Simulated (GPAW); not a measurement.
# A 7-layer slab of Re(0001) in an electric field

Wanted: the out-of-plane polarisability of a 7-layer slab of Re(0001).

Main program and level: GPAW 26.7.0; GPAW, PAW setups; slab in vacuum, relaxation, in the first sound run; inputs show where later runs differ.

**1. The structure**

The cell holds 7 atoms: 7 Re. Its edges and angles: a = 2.760 Å, b = 2.760 Å, c = 29.372 Å, α = 90.0°, β = 90.0°, γ = 60.0°. Vacuum lies along c.

**2. Relaxing the atoms**

Forces are removed first; all later runs use this geometry. The lowest 3 atoms are held at bulk positions and keep their forces.

run.py

```python
import json
import numpy as np
from ase import Atoms
from ase.constraints import FixAtoms
from ase.optimize import BFGS
from gpaw import GPAW, PW

slab = Atoms(
    ['Re', 'Re', 'Re', 'Re', 'Re', 'Re', 'Re'],
    positions=[
        [0.00000, 0.00000, 8.00000],
        [2.76000, 1.59349, 10.22870],
        [0.00000, 0.00000, 12.45740],
        [2.76000, 1.59349, 14.68610],
        [0.00000, 0.00000, 16.91480],
        [2.76000, 1.59349, 19.14350],
        [0.00000, 0.00000, 21.37220]],
    cell=[[2.76, 0.0, 0.0], [1.38, 2.39023, 0.0], [0.0, 0.0, 29.3722]],
    pbc=[True, True, False])

slab.calc = GPAW(mode=PW(400), xc='PBE', kpts={'size': (13, 13, 1), 'gamma': True},
                 occupations={'name': 'fermi-dirac', 'width': 0.1}, nbands='160%',
                 convergence={'density': 1e-05}, maxiter=200,
                 poissonsolver={'dipolelayer': 'xy'},
                 symmetry={'tolerance': 1e-3, 'extra_ids': [1, 1, 1, 0, 0, 0, 0]}, txt='slab.txt')
result = {}
slab.set_constraint(FixAtoms([0, 1, 2]))
path = []
opt = BFGS(slab, maxstep=0.2)
opt.attach(lambda: path.append((slab.get_potential_energy(), slab.positions.tolist(), slab.get_forces().tolist())))
result['relaxed'] = bool(opt.run(fmax=0.03, steps=40))
result['path'] = path
energy = slab.get_potential_energy()
fermi = slab.calc.get_fermi_level()
v = slab.calc.get_electrostatic_potential().mean((0, 1)) - fermi
n = slab.calc.get_pseudo_density().mean((0, 1))
L = slab.cell[2, 2]
z = np.arange(len(v)) * L / len(v)
low, high = slab.positions[:, 2].min(), slab.positions[:, 2].max()
below, above = np.interp([low - 5.8, high + 5.8], z, v)
slopes = [np.interp(x, z, np.gradient(v, z)) for x in (low - 5.8, high + 5.8)]
eps = np.array([[slab.calc.get_eigenvalues(k, s) for k in range(len(slab.calc.get_ibz_k_points()))]
                for s in range(slab.calc.get_number_of_spins())]) - fermi
top, bottom = eps[eps < 0].max(), eps[eps > 0].min()
dipole = slab.get_dipole_moment()[2]
print(f'energy {energy:.4f} eV, Fermi level {fermi:.4f} eV, dipole {dipole:.5f} e A')
print(f'potential 5.8 A off the faces, from the Fermi level: lower {below:.4f} eV, upper {above:.4f} eV')
print(f'slope of the potential there: lower {slopes[0]:.5f}, upper {slopes[1]:.5f} eV/A')
print(f'nearest levels on the mesh: {top:.4f} and {bottom:.4f} eV')
print('magnetic moment', round(slab.get_magnetic_moment(), 3))
result.update(energy=energy, fermi=fermi, dipole=dipole, below=below, above=above, slopes=slopes, edges=[top, bottom],
              z=z.tolist(), v=v.tolist(), n=n.tolist(), positions=slab.positions.tolist(),
              forces=slab.get_forces(apply_constraint=False).tolist(), moments=slab.get_magnetic_moments().tolist())
json.dump(result, open('result.json', 'w'))
```

On the command line:

```sh
$ OMP_NUM_THREADS=1 OPENBLAS_NUM_THREADS=1 python run.py
```

What it wrote:

```text
Step          Energy          fmax
BFGS:    0      -79.132397        1.231086
BFGS:    1      -79.160938        0.930812
BFGS:    2      -79.192007        0.245475
BFGS:    3      -79.194427        0.139509
BFGS:    4      -79.194804        0.117668
BFGS:    5      -79.196120        0.074678
BFGS:    6      -79.196354        0.066904
BFGS:    7      -79.196984        0.089489
BFGS:    8      -79.197451        0.077422
BFGS:    9      -79.198014        0.075604
BFGS:   10      -79.198291        0.078057
BFGS:   11      -79.198511        0.056208
BFGS:   12      -79.198616        0.025295
energy -79.0995 eV, Fermi level 5.3959 eV, dipole 0.00359 e A
potential 5.8 A off the faces, from the Fermi level: lower 5.0148 eV, upper 4.9269 eV
slope of the potential there: lower -0.00022, upper 0.00023 eV/A
nearest levels on the mesh: -0.0127 and 0.0034 eV
magnetic moment 0.0
```

Elapsed: 47 min, on 1 thread of Arm Neoverse V1, shared host; peak memory 0.28 GiB.

Relaxation path:

| step | energy less that of the first step (eV) | largest force (eV/Å) |
| --- | --- | --- |
| 1 | 0.0000 | 1.2311 |
| 2 | -0.0293 | 0.9308 |
| 3 | -0.0630 | 0.2455 |
| 4 | -0.0649 | 0.1395 |
| 5 | -0.0653 | 0.1177 |
| 6 | -0.0670 | 0.0747 |
| 7 | -0.0673 | 0.0669 |
| 8 | -0.0680 | 0.0895 |
| 9 | -0.0686 | 0.0774 |
| 10 | -0.0693 | 0.0756 |
| 11 | -0.0696 | 0.0781 |
| 12 | -0.0700 | 0.0562 |
| 13 | -0.0701 | 0.0253 |

The atoms that moved most (Å):

| atom | dx | dy | dz | length |
| --- | --- | --- | --- | --- |
| Re6 | 0.000 | 0.000 | 0.105 | 0.105 |
| Re4 | 0.000 | 0.000 | 0.033 | 0.033 |
| Re5 | 0.000 | 0.000 | 0.025 | 0.025 |

Final coordinates:

```
Re
1.0
     2.76000    0.00000    0.00000
     1.38000    2.39023    0.00000
     0.00000    0.00000   29.37220
Re
7
Cartesian
  0.0000 0.0000 8.0000
  2.7600 1.5935 10.2287
  0.0000 0.0000 12.4574
  2.7600 1.5935 14.7195
  0.0000 0.0000 16.9399
  2.7600 1.5935 19.2480
  0.0000 0.0000 21.3709
```

Numbers from this step:

* dipole along the normal: 0.003592 e·Å
* levels nearest the Fermi level on the mesh: -0.01273, 0.003432 eV from the Fermi level
* upper work function: 4.927 eV
* lower work function: 5.015 eV

The electrostatic potential energy of an electron (without an applied field's), less the Fermi level, planar mean oscillates, so the rows of the table below give means over windows of 2.2 Å about each position, cut where the curve ends. Its maxima inside the range that stand out by 2 % of the span (Å: eV): 9.1: -2.19, 11.3: -2.28, 13.6: -1.95, 15.8: -2.24, 18.0: -1.61, 20.4: -3.29. Its minima: 8.0: -29.2, 10.3: -29.4, 12.5: -29.4, 14.7: -29.4, 16.9: -29.2, 19.3: -29.3, 21.4: -29.2.

The electrostatic potential energy of an electron (without an applied field's), less the Fermi level, planar mean by z; means over each step:

```csv
z (Å),"electrostatic potential energy of an electron (without an applied field's), less the Fermi level, planar mean (eV)"
1.10,5.01
3.30,5.01
5.50,4.60
7.70,-13.6
9.90,-14.6
12.10,-14.5
14.30,-14.3
16.50,-14.5
18.70,-14.0
20.90,-14.9
23.10,2.12
25.30,4.91
27.50,4.93
```

The pseudo valence density, planar mean oscillates, so the rows of the table below give means over windows of 2.31 Å about each position, cut where the curve ends. Its maxima inside the range that stand out by 2 % of the span (Å: e/Å³): 8.0: 1.77, 10.3: 1.75, 12.4: 1.73, 14.7: 1.76, 17.0: 1.75, 19.3: 1.75, 21.4: 1.77. Its minima: 9.0: 0.394, 11.3: 0.379, 13.6: 0.366, 15.7: 0.393, 18.0: 0.343, 20.4: 0.443.

The pseudo valence density, planar mean by z; means over each step:

```
z (Å)  pseudo valence density, planar mean (e/Å³)
 3.46                                      9.8e-5
 5.77                                      0.0320
 8.08                                       0.843
10.39                                       0.867
12.70                                       0.863
15.01                                       0.870
17.32                                       0.855
19.63                                       0.898
21.94                                       0.737
24.25                                     0.00607
26.56                                      1.9e-5
```

The relaxation lowered the energy of the cell by 0.0701 eV (energies extrapolated to zero smearing; the optimiser's log prints free energies). The largest force left on a free atom is 0.025 eV/Å.

**3. Plane waves, PBE**

The work function is the vacuum plateau of the electrostatic potential less the Fermi level; a dipole layer lets the two faces have plateaus of their own.

This step: GPAW, PAW setups; slab in vacuum (GPAW 26.7.0).

run.py, as its differences from that of step 2:

```diff
@@ -3,4 +3,2 @@
 from ase import Atoms
-from ase.constraints import FixAtoms
-from ase.optimize import BFGS
 from gpaw import GPAW, PW
@@ -13,6 +11,6 @@
         [0.00000, 0.00000, 12.45740],
-        [2.76000, 1.59349, 14.68610],
-        [0.00000, 0.00000, 16.91480],
-        [2.76000, 1.59349, 19.14350],
-        [0.00000, 0.00000, 21.37220]],
+        [2.76000, 1.59349, 14.71952],
+        [-0.00000, -0.00000, 16.93986],
+        [2.76000, 1.59349, 19.24800],
+        [-0.00000, -0.00000, 21.37092]],
     cell=[[2.76, 0.0, 0.0], [1.38, 2.39023, 0.0], [0.0, 0.0, 29.3722]],
@@ -24,10 +22,4 @@
                  poissonsolver={'dipolelayer': 'xy'},
-                 symmetry={'tolerance': 1e-3, 'extra_ids': [1, 1, 1, 0, 0, 0, 0]}, txt='slab.txt')
+                 symmetry={'tolerance': 1e-3}, txt='slab.txt')
 result = {}
-slab.set_constraint(FixAtoms([0, 1, 2]))
-path = []
-opt = BFGS(slab, maxstep=0.2)
-opt.attach(lambda: path.append((slab.get_potential_energy(), slab.positions.tolist(), slab.get_forces().tolist())))
-result['relaxed'] = bool(opt.run(fmax=0.03, steps=40))
-result['path'] = path
 energy = slab.get_potential_energy()
```

What it wrote:

```text
energy -79.0995 eV, Fermi level 5.3958 eV, dipole 0.00316 e A
potential 5.8 A off the faces, from the Fermi level: lower 5.0145 eV, upper 4.9274 eV
slope of the potential there: lower -0.00015, upper 0.00017 eV/A
nearest levels on the mesh: -0.0128 and 0.0034 eV
magnetic moment 0.0
```

Wall time 6.3 min (1 thread); peak memory 0.28 GiB.

This step gave:

```
dipole along the normal                    : 0.003160 e·Å
levels nearest the Fermi level on the mesh : -0.01281, 0.003357 eV from the Fermi level
lower work function                        : 5.014 eV
```

The electrostatic potential energy of an electron (without an applied field's), less the Fermi level, planar mean oscillates, so the rows of the table below give means over windows of 2.2 Å about each position, cut where the curve ends. Its maxima inside the range that stand out by 2 % of the span (Å: eV): 9.1: -2.19, 11.3: -2.28, 13.6: -1.96, 15.8: -2.24, 18.0: -1.61, 20.4: -3.29. Its minima: 8.0: -29.2, 10.3: -29.4, 12.5: -29.4, 14.7: -29.4, 16.9: -29.2, 19.3: -29.3, 21.4: -29.2.

The electrostatic potential energy of an electron (without an applied field's), less the Fermi level, planar mean by z; means over each step:

```csv
z (Å),"electrostatic potential energy of an electron (without an applied field's), less the Fermi level, planar mean (eV)"
1.10,5.01
3.30,5.01
5.50,4.60
7.70,-13.6
9.90,-14.6
12.10,-14.5
14.30,-14.3
16.50,-14.5
18.70,-14.0
20.90,-14.9
23.10,2.12
25.30,4.92
27.50,4.93
```

The pseudo valence density, planar mean oscillates, so the rows of the table below give means over windows of 2.31 Å about each position, cut where the curve ends. Its maxima inside the range that stand out by 2 % of the span (Å: e/Å³): 8.0: 1.77, 10.3: 1.75, 12.4: 1.73, 14.7: 1.76, 17.0: 1.75, 19.3: 1.75, 21.4: 1.77. Its minima: 9.0: 0.394, 11.3: 0.379, 13.6: 0.366, 15.7: 0.393, 18.0: 0.343, 20.4: 0.443.

The pseudo valence density, planar mean by z; means over each step:

(Unchanged from step 2.)

Force by atom:

```csv
atom,x (eV/Å),y (eV/Å),z (eV/Å),size
Re1,0.00,0.00,0.80,0.80
Re2,0.00,0.00,-1.09,1.09
Re3,0.00,0.00,0.29,0.29
Re4,0.00,0.00,0.03,0.03
Re5,0.00,0.00,-0.02,0.02
Re6,0.00,0.00,-0.01,0.01
Re7,0.00,0.00,0.01,0.01
```

The potential is flat to 1.7e-4 eV/Å where it is read, so the vacuum is wide enough.

**4. In a field**

A uniform field along the normal polarises the slab; the atoms stay fixed, so this is the electronic response alone.

run.py, as its differences from that of step 3:

```diff
@@ -4,2 +4,3 @@
 from gpaw import GPAW, PW
+from gpaw.external import ConstantElectricField
 
@@ -22,2 +23,3 @@
                  poissonsolver={'dipolelayer': 'xy'},
+                 external=ConstantElectricField(-0.2, [0, 0, 1]),
                  symmetry={'tolerance': 1e-3}, txt='slab.txt')
```

What it wrote:

```text
energy -79.1114 eV, Fermi level 5.3928 eV, dipole -0.12189 e A
potential 5.8 A off the faces, from the Fermi level: lower 3.3058 eV, upper 6.6507 eV
slope of the potential there: lower -0.00012, upper 0.00025 eV/A
nearest levels on the mesh: -0.0127 and 0.0066 eV
magnetic moment 0.0
```

Elapsed: 28 min, on 1 thread; peak memory 0.65 GiB.

Numbers from this step:

```yaml
dipole_along_the_normal: -0.1219 e·Å
levels_nearest_the_fermi_level_on_the_mesh: -0.01273, 0.006637 eV from the Fermi level
potential_below_the_slab_the_applied_field_s_own_ramp_left_out: 3.306 eV from the Fermi level
potential_above_the_slab_the_applied_field_s_own_ramp_left_out: 6.651 eV from the Fermi level
```

The electrostatic potential energy of an electron (without an applied field's), less the Fermi level, planar mean oscillates, so the rows of the table below give means over windows of 2.26 Å about each position, cut where the curve ends. Its maxima inside the range that stand out by 2 % of the span (Å: eV): 9.1: -3.30, 11.3: -2.96, 13.6: -2.17, 15.8: -2.01, 18.1: -0.922, 20.4: -2.16, 27.6: 6.65. Its minima: 8.0: -30.5, 10.2: -30.3, 12.5: -29.8, 14.7: -29.4, 16.9: -28.8, 19.2: -28.4, 21.4: -27.8.

The electrostatic potential energy of an electron (without an applied field's), less the Fermi level, planar mean by z; means over each step:

z (Å), electrostatic potential energy of an electron (without an applied field's), less the Fermi level, planar mean (eV) and a bar from the least value:
```
     1.13        3.4 ##########################
     3.39        3.3 #########################
     5.65        2.7 #########################
     7.91      -15.1 
    10.17      -15.2 
    12.43      -14.7 #
    14.69      -14.2 #
    16.95      -13.7 ##
    19.21      -13.4 ###
    21.47      -12.4 ####
    23.73        6.0 #############################
    25.99        6.6 ##############################
    28.25        6.6 ##############################
```

Force by atom:

| atom | x (eV/Å) | y (eV/Å) | z (eV/Å) | size |
| --- | --- | --- | --- | --- |
| Re1 | 0.00 | 0.00 | 0.81 | 0.81 |
| Re2 | 0.00 | 0.00 | -1.10 | 1.10 |
| Re3 | 0.00 | 0.00 | 0.28 | 0.28 |
| Re4 | 0.00 | 0.00 | 0.02 | 0.02 |
| Re5 | 0.00 | 0.00 | -0.03 | 0.03 |
| Re6 | 0.00 | 0.00 | -0.02 | 0.02 |
| Re7 | 0.00 | 0.00 | 0.02 | 0.02 |

The dipole is now -0.122 e Å, against 0.0032 in the run without a field.

**5. In a field**

run.py, as its differences from that of step 4:

```diff
@@ -23,3 +23,3 @@
                  poissonsolver={'dipolelayer': 'xy'},
-                 external=ConstantElectricField(-0.2, [0, 0, 1]),
+                 external=ConstantElectricField(-0.1, [0, 0, 1]),
                  symmetry={'tolerance': 1e-3}, txt='slab.txt')
```

What it wrote:

```text
energy -79.1024 eV, Fermi level 5.3947 eV, dipole -0.05936 e A
potential 5.8 A off the faces, from the Fermi level: lower 4.1591 eV, upper 5.7881 eV
slope of the potential there: lower -0.00015, upper 0.00021 eV/A
nearest levels on the mesh: -0.0128 and 0.0051 eV
magnetic moment 0.0
```

Run time: 27 min. Hardware: 1 thread; peak memory 0.65 GiB.

Numbers from this step:

| Item | Value |
| --- | --- |
| dipole along the normal | -0.05936 e·Å |
| levels nearest the Fermi level on the mesh | -0.01278, 0.005056 eV from the Fermi level |
| potential below the slab, the applied field's own ramp left out | 4.159 eV from the Fermi level |
| potential above the slab, the applied field's own ramp left out | 5.788 eV from the Fermi level |

The electrostatic potential energy of an electron (without an applied field's), less the Fermi level, planar mean oscillates, so the rows of the table below give means over windows of 2.2 Å about each position, cut where the curve ends. Its maxima inside the range that stand out by 2 % of the span (Å: eV): 9.1: -2.74, 11.3: -2.62, 13.6: -2.06, 15.8: -2.13, 18.1: -1.27, 20.4: -2.72. Its minima: 8.0: -29.9, 10.2: -29.8, 12.5: -29.6, 14.7: -29.4, 16.9: -29.0, 19.2: -28.9, 21.4: -28.5.

Table of electrostatic potential energy of an electron (without an applied field's), less the Fermi level, planar mean by z; means over each step:

z (Å), electrostatic potential energy of an electron (without an applied field's), less the Fermi level, planar mean (eV) and a bar from the least value:
```
     1.10        4.2 ############################
     3.30        4.2 ############################
     5.50        3.8 ###########################
     7.70      -14.3 #
     9.90      -15.0 
    12.10      -14.8 
    14.30      -14.4 #
    16.50      -14.3 #
    18.70      -13.6 ##
    20.90      -14.3 #
    23.10        2.9 ##########################
    25.30        5.8 ##############################
    27.50        5.8 ##############################
```

Force by atom:

| atom | x (eV/Å) | y (eV/Å) | z (eV/Å) | size |
| --- | --- | --- | --- | --- |
| Re1 | 0.00 | 0.00 | 0.81 | 0.81 |
| Re2 | 0.00 | 0.00 | -1.09 | 1.09 |
| Re3 | 0.00 | 0.00 | 0.28 | 0.28 |
| Re4 | 0.00 | 0.00 | 0.03 | 0.03 |
| Re5 | 0.00 | 0.00 | -0.03 | 0.03 |
| Re6 | 0.00 | 0.00 | -0.01 | 0.01 |
| Re7 | 0.00 | 0.00 | 0.02 | 0.02 |

The dipole is now -0.0594 e Å, against 0.0032 in the run without a field.

**6. In a field**

run.py, as its differences from that of step 5:

```diff
@@ -23,3 +23,3 @@
                  poissonsolver={'dipolelayer': 'xy'},
-                 external=ConstantElectricField(-0.1, [0, 0, 1]),
+                 external=ConstantElectricField(-0.05, [0, 0, 1]),
                  symmetry={'tolerance': 1e-3}, txt='slab.txt')
```

What it wrote:

```text
energy -79.1002 eV, Fermi level 5.3953 eV, dipole -0.02810 e A
potential 5.8 A off the faces, from the Fermi level: lower 4.5864 eV, upper 5.3575 eV
slope of the potential there: lower -0.00016, upper 0.00019 eV/A
nearest levels on the mesh: -0.0128 and 0.0042 eV
magnetic moment 0.0
```

Wall time 23 min (1 thread); peak memory 0.65 GiB.

The electrostatic potential energy of an electron (without an applied field's), less the Fermi level, planar mean oscillates, so the rows of the table below give means over windows of 2.2 Å about each position, cut where the curve ends. Its maxima inside the range that stand out by 2 % of the span (Å: eV): 9.1: -2.46, 11.3: -2.45, 13.6: -2.01, 15.8: -2.18, 18.0: -1.44, 20.4: -3.00. Its minima: 8.0: -29.5, 10.2: -29.6, 12.5: -29.5, 14.7: -29.4, 16.9: -29.1, 19.2: -29.1, 21.4: -28.8.

Table of electrostatic potential energy of an electron (without an applied field's), less the Fermi level, planar mean by z; means over each step:

| z (Å) | electrostatic potential energy of an electron (without an applied field's), less the Fermi level, planar mean (eV) |
| --- | --- |
| 1.10 | 4.62 |
| 3.30 | 4.58 |
| 5.50 | 4.18 |
| 7.70 | -13.9 |
| 9.90 | -14.8 |
| 12.10 | -14.6 |
| 14.30 | -14.3 |
| 16.50 | -14.4 |
| 18.70 | -13.8 |
| 20.90 | -14.6 |
| 23.10 | 2.53 |
| 25.30 | 5.34 |
| 27.50 | 5.36 |

**7. In a field**

run.py, as its differences from that of step 6:

```diff
@@ -23,3 +23,3 @@
                  poissonsolver={'dipolelayer': 'xy'},
-                 external=ConstantElectricField(-0.05, [0, 0, 1]),
+                 external=ConstantElectricField(0.05, [0, 0, 1]),
                  symmetry={'tolerance': 1e-3}, txt='slab.txt')
```

What it wrote:

```text
energy -79.1005 eV, Fermi level 5.3961 eV, dipole 0.03446 e A
potential 5.8 A off the faces, from the Fermi level: lower 5.4433 eV, upper 4.4976 eV
slope of the potential there: lower -0.00025, upper 0.00017 eV/A
nearest levels on the mesh: -0.0128 and 0.0025 eV
magnetic moment 0.0
```

The job ended after 26 min (1 thread; peak memory 0.65 GiB).

The electrostatic potential energy of an electron (without an applied field's), less the Fermi level, planar mean oscillates, so the rows of the table below give means over windows of 2.2 Å about each position, cut where the curve ends. Its maxima inside the range that stand out by 2 % of the span (Å: eV): 9.1: -1.91, 11.3: -2.12, 13.6: -1.90, 15.8: -2.30, 18.0: -1.78, 20.4: -3.57. Its minima: 8.0: -28.9, 10.3: -29.1, 12.5: -29.3, 14.7: -29.4, 16.9: -29.3, 19.3: -29.5, 21.4: -29.5.

Table of electrostatic potential energy of an electron (without an applied field's), less the Fermi level, planar mean by z; means over each step:

| z (Å) | electrostatic potential energy of an electron (without an applied field's), less the Fermi level, planar mean (eV) |
| --- | --- |
| 1.10 | 5.40 |
| 3.30 | 5.44 |
| 5.50 | 5.02 |
| 7.70 | -13.2 |
| 9.90 | -14.3 |
| 12.10 | -14.4 |
| 14.30 | -14.3 |
| 16.50 | -14.6 |
| 18.70 | -14.2 |
| 20.90 | -15.3 |
| 23.10 | 1.72 |
| 25.30 | 4.49 |
| 27.50 | 4.50 |

**8. In a field**

run.py, as its differences from that of step 7:

```diff
@@ -23,3 +23,3 @@
                  poissonsolver={'dipolelayer': 'xy'},
-                 external=ConstantElectricField(0.05, [0, 0, 1]),
+                 external=ConstantElectricField(0.1, [0, 0, 1]),
                  symmetry={'tolerance': 1e-3}, txt='slab.txt')
```

What it wrote:

```text
energy -79.1030 eV, Fermi level 5.3963 eV, dipole 0.06570 e A
potential 5.8 A off the faces, from the Fermi level: lower 5.8715 eV, upper 4.0686 eV
slope of the potential there: lower -0.00019, upper 0.00016 eV/A
nearest levels on the mesh: -0.0128 and 0.0015 eV
magnetic moment 0.0
```

Run time: 29 min. Hardware: 1 thread; peak memory 0.65 GiB.

The dipole is now 0.0657 e Å, against 0.0032 in the run without a field.

(Continued in part 2 of 2.)

[Logs are printed without paths, hosts, clocks, repeated set-up lines and the standing remarks that a program may print on its own settings, such as how far it seeks lower states.]

[Hosts, paths, dates, database ids (printed as entryN), source tags and the programs' standing remarks are cut or masked in the printed files.]
